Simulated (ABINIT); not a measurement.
Records of electronic-structure calculations.

GaN (F-43m): one start, several treatments of the self-energy. It takes space group F-43m (No. 216, cubic). The conventional cell has a = 4.507 Å, b = 4.507 Å, c = 4.507 Å, α = 90.00°, β = 90.00°, γ = 90.00°. Nearest to Ga lie 4 N at 1.95 Å. N has 4 Ga at 1.95 Å nearest. Farther neighbours, and contacts between anions beyond the nearest, are not listed. The calculation used RPA screening on PBE, plane waves, norm-conserving pseudopotentials (and 3 further levels or steps) in ABINIT 10.8.3, with cutoff 36 Ha, PseudoDojo scalar-relativistic 0.4.1 standard, norm-conserving, potential set dojo-sr-pbe-0.4.1-standard, ngkpt (6, 6, 6), nband 202, ecuteps 11.2 Ha, gwcalctyp 1, nfreqim 16, inclvkb 2, shiftk (0, 0, 0), symchi 1, awtr 1, frequency ac, 6×6×6 k-mesh. The G0W0, Godby-Needs plasmon pole is 2.164 eV and the G0W0, Hybertsen-Louie plasmon pole is 2.414 eV. The G0W0, von der Linden-Horsch plasmon pole is 2.163 eV and the G0W0, Engel-Farid plasmon pole is 2.170 eV. The one-shot Hartree-Fock is 8.592 eV, the G0W0, analytic continuation is 2.129 eV and the known limits are short of the basis limit; exchange with frozen shells missing; no spin-orbit coupling. It took 9 runs, 9.9 min in all on 4 MPI ranks of AMD EPYC 9R45, shared host. G0W0, Hybertsen-Louie plasmon pole: +0.250 eV against G0W0, Godby-Needs plasmon pole. G0W0, von der Linden-Horsch plasmon pole: −0.001 eV against G0W0, Godby-Needs plasmon pole. The cell and positions are those that the Materials Project relaxed with its own functionals (PBE, PBE+U or r2SCAN), kept fixed. This is not the form that GaN usually takes at ambient conditions. Limits: no spin-orbit coupling. The norm-conserving file of at least one element keeps a d shell over frozen s and p shells of the same row. Exchange with those shells is missing from the self-energy, an error of 0.3 to 0.9 eV in cases checked, whose sign depends on which edge lies on those atoms.

[Paths, hosts, dates, memory and timing lines, banners, echoed tables and standing remarks are left out of the program output; an Ansatz launch command may be rebuilt from the run's recorded settings. Measured values are a selection of at most five: reports struck by readers or far from the other reports are left out. None is set beside runs whose start may be inverted or whose files or cutoffs have a known fault.]

[Runs of the session that timed out or met a known fault of the program may be left out.]

[Hosts, paths, dates, database ids (printed as entryN), source tags and the programs' standing remarks are cut or masked in the printed files.]

[G0W0 gaps are taken among the corrected bands and points alone; a level outside them can change the order at an edge.]

[Where Ansatz stands beside ABINIT at settings called matched, ABINIT's density can come from a denser mesh and the files from another edition; pairs whose starting gaps differed by over 0.03 eV were left out, so agreement reads better than it is.]
